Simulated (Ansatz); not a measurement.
# Cl on Pd(111): change of the work function, part 2 of 3

Aim: the work function of Pd(111) at several coverages of Cl (fcc site), and the dipole that each adsorbate carries.

Ansatz 0.2.0; plane-wave DFT, PBE, Ansatz PAW.

So far, work function, upper face (eV): step 2 (the clean slab) 5.27.

## 3. Adsorbate added, k-mesh 6×6×1, coverage 0.25 ML

System of this step: Cl/Pd(111). The cell holds 17 atoms: 16 Pd and 1 Cl. Cell: a = 5.501 Å, b = 5.501 Å, c = 26.751 Å, α = 90.0°, β = 90.0°, γ = 60.0°. Vacuum lies along c.

The clean slab as it ended is repeated in the plane and the adsorbate is set on one face; the cell's size fixes the coverage, and the k-mesh shrinks with it to keep the sampling density about even. Adsorbate and upper layers relax, since the dipole depends on the height.

Input file input.yaml:

```yaml
crystal:
  lattice:
    - [5.5012907577, 0.0, 0.0]
    - [2.7506453788, 4.7642575497, 0.0]
    - [0.0, 0.0, 26.7514453686]
  atoms:
    - { symbol: Pd, position: [0.0, 0.0, 0.33643042] }
    - { symbol: Pd, position: [0.1666666667, 0.1666666667, 0.4203844836] }
    - { symbol: Pd, position: [0.3333333333, 0.3333333333, 0.5061365676] }
    - { symbol: Pd, position: [0.0, 0.0, 0.5922528689] }
    - { symbol: Pd, position: [0.0, 0.5, 0.33643042] }
    - { symbol: Pd, position: [0.1666666667, 0.6666666667, 0.4203844836] }
    - { symbol: Pd, position: [0.3333333333, 0.8333333333, 0.5061365676] }
    - { symbol: Pd, position: [0.0, 0.5, 0.5922528689] }
    - { symbol: Pd, position: [0.5, 0.0, 0.33643042] }
    - { symbol: Pd, position: [0.6666666667, 0.1666666667, 0.4203844836] }
    - { symbol: Pd, position: [0.8333333333, 0.3333333333, 0.5061365676] }
    - { symbol: Pd, position: [0.5, 0.0, 0.5922528689] }
    - { symbol: Pd, position: [0.5, 0.5, 0.33643042] }
    - { symbol: Pd, position: [0.6666666667, 0.6666666667, 0.4203844836] }
    - { symbol: Pd, position: [0.8333333333, 0.8333333333, 0.5061365676] }
    - { symbol: Pd, position: [0.5, 0.5, 0.5922528689] }
    - { symbol: Cl, position: [0.1666666667, 0.1666666667, 0.66356958] }
kpoints:
  mp_grid: { grid: [6, 6, 1] }
hamiltonian:
  xc: pbe
scf:
  occupations: { method: fermi_dirac, width: 0.1 }
  convergence: { dr2_threshold: 1.0e-08 }
efield:
  axis: 3
  dipole_correction: true
  ramp_position: 0.97
  ramp_width: 0.06
relax:
  f_tol: 0.02
  max_steps: 60
  constraints: [{ sites: [0, 1, 4, 5, 8, 9, 12, 13] }]
output:
  dos: { projected: true, e_range: [-8, 4] }
  write_potential: true
  write_density: true
  volumetric_format: npy
  elf: true
```

On the command line:

```console
$ ansatz run input.yaml --threads 4 --pin off --max-ram 6144MiB --backend cpu --events-out ev --progress --plain --runs-dir out
```

Numbers of over 12 decimals in the logs are rounded to 6 here.

Output:

```text
[...]
Crystal: 17 atoms, lattice volume = 701.144 Å³
Basis set: ecut = 420 eV, 13667 PW (Γ), exchange–correlation on 80×80×360 points (8 copies of the dense FFT grid, shifted against one another)
Bands: 177, of which v1, the nominal top of the filled ones, is band 148 counted from 1 (147 counted from 0)
Symmetry: 6 space group operations
[...]
k-points: 7 of 36 (time reversal used)
[...]
SCF iter   1: F=—  HF=-112642.789348 eV  |F-HF|=—  |Δ(HF+E_count)|=         —  Δρ=8.62e-3  dr2=3.20e0  ethr=1.77e-3  p=-0.046 e·Å  D=-1.18e-2 V/Å  ΔV_dip=0.32 eV  dr2_dipole=5.40e-4  V_vac-E_F(+/−)=5.23/4.92 eV  ⟨swp⟩=7.3  Hψ=5344  notcnv=0  defer=58
[...]
SCF iter  13: F=-112642.704317 eV  HF=-112642.704317 eV  |F-HF|=1.01e-8  |Δ(HF+E_count)|=   1.85e-8  Δρ=4.62e-7  dr2=3.57e-9  ethr=3.39e-12  p=-0.046 e·Å  D=-1.19e-2 V/Å  ΔV_dip=0.32 eV  dr2_dipole=3.01e-11  V_vac-E_F(+/−)=5.55/5.23 eV  ⟨swp⟩=16.6  Hψ=8782  notcnv=0
SCF 1 converged in 13 iterations: F = -112642.704317 eV  dr2 = 3.57e-9
[...]
relax step   1: F+E_penalty+E_count = -112642.70431673 eV  Δ(F+E_penalty+E_count) = +0.000e0 eV  max|allowed force component| = 4.780e-1 eV/Å  Δτ_max = 0.0000 Å  (13 SCF iters, accepted)
[...]
SCF iter  13: F=-112642.746593 eV  HF=-112642.746593 eV  |F-HF|=1.43e-8  |Δ(HF+E_count)|=   7.51e-9  Δρ=3.36e-7  dr2=1.26e-9  ethr=3.39e-12  p=-0.041 e·Å  D=-1.06e-2 V/Å  ΔV_dip=0.28 eV  dr2_dipole=6.79e-11  V_vac-E_F(+/−)=5.51/5.23 eV  ⟨swp⟩=13.9  Hψ=8162  notcnv=0
SCF 2 converged in 13 iterations: F = -112642.746593 eV  dr2 = 1.26e-9
relax step   2: F+E_penalty+E_count = -112642.74659333 eV  Δ(F+E_penalty+E_count) = -4.228e-2 eV  max|allowed force component| = 2.192e-1 eV/Å  Δτ_max = 0.0659 Å  (13 SCF iters, accepted)
SCF iter   1: F=—  HF=-112642.752181 eV  |F-HF|=—  |Δ(HF+E_count)|=         —  Δρ=8.86e-4  dr2=4.62e-3  ethr=3.29e-5  p=-0.041 e·Å  D=-1.06e-2 V/Å  ΔV_dip=0.28 eV  dr2_dipole=5.77e-4  V_vac-E_F(+/−)=5.51/5.23 eV  ⟨swp⟩=2.0  Hψ=2175  notcnv=0  defer=95
[...]
SCF iter  11: F=-112642.751981 eV  HF=-112642.751981 eV  |F-HF|=7.89e-9  |Δ(HF+E_count)|=   3.37e-8  Δρ=4.58e-7  dr2=4.57e-9  ethr=3.39e-12  p=-0.037 e·Å  D=-9.55e-3 V/Å  ΔV_dip=0.26 eV  dr2_dipole=4.68e-10  V_vac-E_F(+/−)=5.48/5.23 eV  ⟨swp⟩=12.0  Hψ=7949  notcnv=0
SCF 3 converged in 11 iterations: F = -112642.751981 eV  dr2 = 4.57e-9
relax step   3: F+E_penalty+E_count = -112642.75198140 eV  Δ(F+E_penalty+E_count) = -5.388e-3 eV  max|allowed force component| = 7.048e-2 eV/Å  Δτ_max = 0.0127 Å  (11 SCF iters, accepted)
SCF iter   1: F=—  HF=-112642.752023 eV  |F-HF|=—  |Δ(HF+E_count)|=         —  Δρ=3.49e-4  dr2=6.42e-3  ethr=3.26e-6  p=-0.037 e·Å  D=-9.55e-3 V/Å  ΔV_dip=0.26 eV  dr2_dipole=2.54e-3  V_vac-E_F(+/−)=5.48/5.23 eV  ⟨swp⟩=3.0  Hψ=2087  notcnv=0  defer=33
[...]
SCF iter  10: F=-112642.752390 eV  HF=-112642.752390 eV  |F-HF|=7.64e-8  |Δ(HF+E_count)|=   2.22e-8  Δρ=6.41e-7  dr2=4.75e-9  ethr=3.39e-12  p=-0.034 e·Å  D=-8.76e-3 V/Å  ΔV_dip=0.23 eV  dr2_dipole=4.57e-11  V_vac-E_F(+/−)=5.46/5.23 eV  ⟨swp⟩=12.0  Hψ=8064  notcnv=0
SCF 4 converged in 10 iterations: F = -112642.752390 eV  dr2 = 4.75e-9
relax step   4: F+E_penalty+E_count = -112642.75239001 eV  Δ(F+E_penalty+E_count) = -4.086e-4 eV  max|allowed force component| = 5.030e-3 eV/Å  Δτ_max = 0.0103 Å  (10 SCF iters, accepted)
NSCF: frozen V_eff on 7 k-points
[...]
WARN: The output density's exchange-correlation potential varies sharply where the density is thin. Do not read a vacuum level from v_tot or v_xc, or from such a field of the output density. On a cell that repeats whose density bears no net charge and no dipole along the vacuum's axis use v_es (v_loc + v_h of the components); under efield.dipole_correction with no amplitude use v_es + v_field, which holds any externa [...]
SCF converged after 10 iterations
Free energy (F): -112642.752390 eV
[...]
Internal energy: -112641.658480 eV  (E = F + TS)
E sigma→0 (E₀):  -112642.205435 eV
Entropy (-TS):   -1.093910 eV (-64.348 meV/atom)
Fermi energy:    3.438979 eV
Dipole field:    D = -0.008754 V/Å  (p = -0.033920 e·Å, saw-weighted, corrected)
Work function:   Φ+ = 5.4606 eV   Φ− = 5.2264 eV
[...]
--- Forces (eV/Å), atoms counted from 1 ---
  atom   1  Pd     0.00463729     0.00267734    -0.30886565
  atom   2  Pd     0.00000000     0.00000000     0.24527465
  atom   3  Pd     0.00085574     0.00049406    -0.00126073
  atom   4  Pd    -0.00322048    -0.00185935     0.00358286
  atom   5  Pd     0.00000000    -0.00535469    -0.30886565
  atom   6  Pd    -0.09482225     0.05474565     0.34580365
  atom   7  Pd     0.00000000    -0.00098812    -0.00126073
  atom   8  Pd    -0.00000000     0.00371869     0.00358286
  atom   9  Pd    -0.00463729     0.00267734    -0.30886565
  atom  10  Pd     0.00000000    -0.10949130     0.34580365
  atom  11  Pd    -0.00085574     0.00049406    -0.00126073
  atom  12  Pd     0.00322048    -0.00185935     0.00358286
  atom  13  Pd    -0.00000000    -0.00000000    -0.35647560
  atom  14  Pd     0.09482225     0.05474565     0.34580365
  atom  15  Pd     0.00000000    -0.00000000    -0.00380301
  atom  16  Pd     0.00000000     0.00000000     0.00225475
  atom  17  Cl    -0.00000000    -0.00000000    -0.00502995
  max |Σ_I F_I| component: 1.23e-6 eV/Å
--- Band table (eV; the first three rows and the last of 7) ---
  k-point 0: bands = [... 144 lower, 3.5732, 3.6447, 3.6825, 3.6825, 3.7701, 3.7767, 3.7767, 4.2167, ... 25 higher]
  k-point 1: bands = [... 144 lower, 3.4459, 3.4556, 3.4881, 3.5201, 3.5827, 3.6129, 3.6146, 4.2793, ... 25 higher]
  k-point 2: bands = [... 144 lower, 3.2714, 3.3289, 3.3815, 3.3855, 3.4438, 3.5286, 3.5929, 3.6245, ... 25 higher]
  k-point 6: bands = [... 144 lower, 3.1679, 3.1812, 3.1964, 3.2318, 3.2326, 3.2622, 3.2700, 3.3872, ... 25 higher]
--- Relaxed structure (4 steps of the walk, 4 accepted, 0 SCFs on fresh bases) ---
  F+E_penalty+E_count = -112642.75239001 eV   max|allowed force component| = 5.030e-3 eV/Å
  atoms:
    - { symbol: Pd, position: [-1.7959490104491818e-17, -1.7959490104491818e-17, 0.336430] }
    - { symbol: Pd, position: [0.166667, 0.166667, 0.420384] }
    - { symbol: Pd, position: [0.332967, 0.332967, 0.505564] }
    - { symbol: Pd, position: [-0.00294133, -0.00294133, 0.593112] }
    - { symbol: Pd, position: [2.7755575615628914e-17, 0.500000, 0.336430] }
    - { symbol: Pd, position: [0.166667, 0.666667, 0.420384] }
    - { symbol: Pd, position: [0.332967, 0.834067, 0.505564] }
    - { symbol: Pd, position: [-0.00294133, 0.505883, 0.593112] }
    - { symbol: Pd, position: [0.5, -1.7959490104491818e-17, 0.336430] }
    - { symbol: Pd, position: [0.666667, 0.166667, 0.420384] }
    - { symbol: Pd, position: [0.834067, 0.332967, 0.505564] }
    - { symbol: Pd, position: [0.505883, -0.00294133, 0.593112] }
    - { symbol: Pd, position: [0.500000, 0.500000, 0.336430] }
    - { symbol: Pd, position: [0.666667, 0.666667, 0.420384] }
    - { symbol: Pd, position: [0.833333, 0.833333, 0.508647] }
    - { symbol: Pd, position: [0.500000, 0.500000, 0.590515] }
    - { symbol: Cl, position: [0.166667, 0.166667, 0.662108] }
```

The job ended after 96 s (4 threads of Arm Neoverse V2, shared host; peak memory 2.9 GiB).

This run has no spin polarisation although its electron count is odd.

Step by step:

| step | energy less that of the first step (eV) | largest force component (eV/Å) |
| --- | --- | --- |
| 1 | 0.0000 | 0.4780 |
| 2 | -0.0423 | 0.2192 |
| 3 | -0.0477 | 0.0705 |
| 4 | -0.0481 | 0.0050 |

Forces are held to the 6 operations that the run works with; a distortion that breaks them can't arise in this run.

The atoms that moved most (Å):

| atom | dx | dy | dz | length |
| --- | --- | --- | --- | --- |
| Pd15 | 0.000 | 0.000 | 0.067 | 0.067 |
| Pd16 | 0.000 | 0.000 | -0.046 | 0.046 |
| Cl17 | 0.000 | 0.000 | -0.039 | 0.039 |
| Pd4 | -0.024 | -0.014 | 0.023 | 0.036 |
| Pd12 | 0.024 | -0.014 | 0.023 | 0.036 |
| Pd8 | 0.000 | 0.028 | 0.023 | 0.036 |
| Pd7 | 0.000 | 0.003 | -0.015 | 0.016 |
| Pd11 | 0.003 | -0.002 | -0.015 | 0.016 |

The relaxed structure:

```
Pd Cl
1.0
     5.50129    0.00000    0.00000
     2.75065    4.76426    0.00000
     0.00000    0.00000   26.75145
Pd Cl
16 1
Direct
  0.00000 0.00000 0.33643
  0.16667 0.16667 0.42038
  0.33297 0.33297 0.50556
  0.99706 0.99706 0.59311
  0.00000 0.50000 0.33643
  0.16667 0.66667 0.42038
  0.33297 0.83407 0.50556
  0.99706 0.50588 0.59311
  0.50000 0.00000 0.33643
  0.66667 0.16667 0.42038
  0.83407 0.33297 0.50556
  0.50588 0.99706 0.59311
  0.50000 0.50000 0.33643
  0.66667 0.66667 0.42038
  0.83333 0.83333 0.50865
  0.50000 0.50000 0.59051
  0.16667 0.16667 0.66211
```

This step gave:

```
energy at zero smearing        : -112642.2054 eV
work function, upper face      : 5.461 eV
work function, lower face      : 5.226 eV
dipole along the normal        : -0.03392 e·Å
step between the vacuum levels : 0.2342 eV
```

Running mean over 2.246 Å of the planar mean; the ramp of the sawtooth is left out. The electron's electrostatic potential energy less the Fermi level by z:

| z (Å) | electron's electrostatic potential energy less the Fermi level (eV) |
| --- | --- |
| 4 | 5.23 |
| 5 | 5.22 |
| 6 | 5.17 |
| 7 | 4.37 |
| 8 | -3.13 |
| 9 | -8.26 |
| 10 | -8.49 |
| 11 | -8.56 |
| 12 | -8.22 |
| 13 | -8.33 |
| 14 | -8.33 |
| 15 | -8.05 |
| 16 | -8.47 |
| 17 | -3.56 |
| 18 | 2.45 |
| 19 | 4.48 |
| 20 | 5.42 |
| 21 | 5.46 |
| 22 | 5.46 |
| 23 | 5.46 |

The density of states has structure finer than the step of the table below, so its rows give means over 0.5 eV, whole bins alone (the curve runs from -8 to 1.98 eV). Peaks (eV: height): -3.49: 73.4, -3.16: 53.8, -2.44: 80.4, -2.38: 62.6, -2.32: 55.8, -0.33: 62.6, -0.18: 58.1.

Density of states against energy, zero at the Fermi level; means over each step:

energy (eV), density of states (states/eV a cell) and a bar:
```
     -7.0        0.0 
     -6.5        0.6 
     -6.0        1.9 #
     -5.5        4.2 ###
     -5.0       13.9 ##########
     -4.5       30.2 #####################
     -4.0       29.5 #####################
     -3.5       24.9 #################
     -3.0       31.1 ######################
     -2.5       42.8 ##############################
     -2.0       32.0 ######################
     -1.5       31.6 ######################
     -1.0       34.9 ########################
     -0.5       33.4 #######################
      0.0       35.7 #########################
      0.5        3.5 ##
      1.0        5.3 ####
      1.5        4.5 ###
```

Projected DOS per atom over height of the atomic layer and energy from the Fermi level. Layers: Pd4 Pd4 Pd4 Pd4 Cl from below.

Ten even steps from '0' (0.00 states/eV) to '9' (2.83 states/eV), each cell a mean:
```
00000
00000
00000
10000
78862
76571
85581
75671
74471
99881
67761
45652
54553
58753
28637
01128
00006
00001
00000
00000
00000
00000
```
Columns: height of the atomic layer (Å) from 9 to 17.7 (not evenly spaced); rows upwards: energy from the Fermi level (eV) from -7.96 to 1.95.

Electrostatic potential energy in the ca plane at fractional y = 0.167, with atoms of Pd and Cl within 0.2 Å of it. With pseudopotentials it is smooth inside the atoms' cores, unlike the true potential.

Values in eV, 8 rows by 16 columns, each cell a mean:
```
-14   4   2   5 -12  -5  -3 -12   5   7   9   9   9   9   9   9
 -2   1 -24  -2  -1   2   3  -1   7   9   9   9   9   9   9   9
  5  -7 -44 -14   5   6   6   5   8   9   9   9   9   9   9   9
 -1   0 -26  -3   0   3   3  -1   7   9   9   9   9   9   9   9
-14   4   2   5 -12  -5  -3 -12   5   7   9   9   9   9   9   9
 -2   1 -24  -2  -1   2   3  -1  -9 -10   8   9   9   9   9   9
  5  -7 -44 -14   5   6   6   4 -29 -32   7   9   9   9   9   9
 -1   0 -27  -3   0   3   3  -1 -11 -12   8   9   9   9   9   9
```
Columns run along c (16.0 Å, from fractional 0.33 to 0.93 of the cell; values clipped at the 3rd and 97th percentile), rows up along a (5.5 Å). Atoms in or near the plane, at fractional coordinates: Pd at (0.42, 0.17), Pd at (0.42, 0.67), Cl at (0.66, 0.17).

Valence density in the ca plane at fractional y = 0.167, with atoms of Pd and Cl within 0.2 Å of it. It is the smooth field of the valence electrons, not physical close to the nuclei.

Values in e/Å³, 8 rows by 16 columns, each cell a mean:
```
 1  0  0  0  1  1  1  1  0  0  0  0  0  0  0  0
 1  0  3  1  1  0  0  1  0  0  0  0  0  0  0  0
 0  1 11  2  0  0  0  0  0  0  0  0  0  0  0  0
 1  0  4  1  0  0  0  1  0  0  0  0  0  0  0  0
 1  0  0  0  1  1  1  1  0  0  0  0  0  0  0  0
 1  0  3  1  1  0  0  0  1  1  0  0  0  0  0  0
 0  1 11  2  0  0  0  0  1  1  0  0  0  0  0  0
 1  0  4  1  0  0  0  0  1  1  0  0  0  0  0  0
```
Columns run along c (16.0 Å, from fractional 0.33 to 0.93 of the cell), rows up along a (5.5 Å). Atoms in or near the plane, at fractional coordinates: Pd at (0.42, 0.17), Pd at (0.42, 0.67), Cl at (0.66, 0.17).

ELF in the ca plane at fractional y = 0.167, with atoms of Pd and Cl within 0.2 Å of it. It is the smooth field of the valence electrons, not physical close to the nuclei.

Ten even steps from '0' (0.00) to '9' (0.88), each cell a mean:
```
44322222222344322234421467753100000000000000
44322222222344322234431123321000000000000000
33222344322233222223321100000000000000000000
22222555532222211122221100000000000000000000
22223544532222211122221100000000000000000000
22223554532222211122221100000000000000000000
22222455422222221222221100000000000000000000
43222233222234322234431111110000000000000000
44322222222344322234431245542000000000000000
43222233222234321233322689874200000000000000
22222455422222211122226999986310000000000000
22223554532222211111138867997310000000000000
22223544532222211111138746997410000000000000
22222555532222211122127989996310000000000000
33222344322233221223214899985200000000000000
```
Columns run along c (16.0 Å, from fractional 0.33 to 0.93 of the cell), rows up along a (5.5 Å). Atoms in or near the plane, at fractional coordinates: Pd at (0.42, 0.17), Pd at (0.42, 0.67), Cl at (0.66, 0.17).

The relaxation took 4 steps and lowered the energy by 0.048 eV; the largest force on the free atoms ends at 0.0050 eV/Å.

By hand: a sheet of dipoles makes a step −p/(ε₀A) in the electron's potential. With e/ε₀ = 180.95 V·Å, p = -0.03392 e·Å and A = 26.21 Å², that is −180.95 × (-0.03392) / 26.21 = +0.234 eV, and the two vacuum levels of the run differ by +0.234 eV.

The covered face has 5.46 eV, +0.19 eV against the clean one; the bare back face has moved by -0.02 eV, a measure of how thin the slab is.

[end of part 2 of 3]

[Logs are printed without paths, hosts, clocks, repeated set-up lines and the standing remarks that a program may print on its own settings, such as how far it seeks lower states.]

[Hosts, paths, dates, database ids (printed as entryN), source tags and the programs' standing remarks are cut or masked in the printed files.]

[Maps of the electrostatic potential energy from Ansatz leave out the sawtooth potential of an applied field or a dipole correction, so their vacuum need not be flat; planar profiles and work functions include it.]
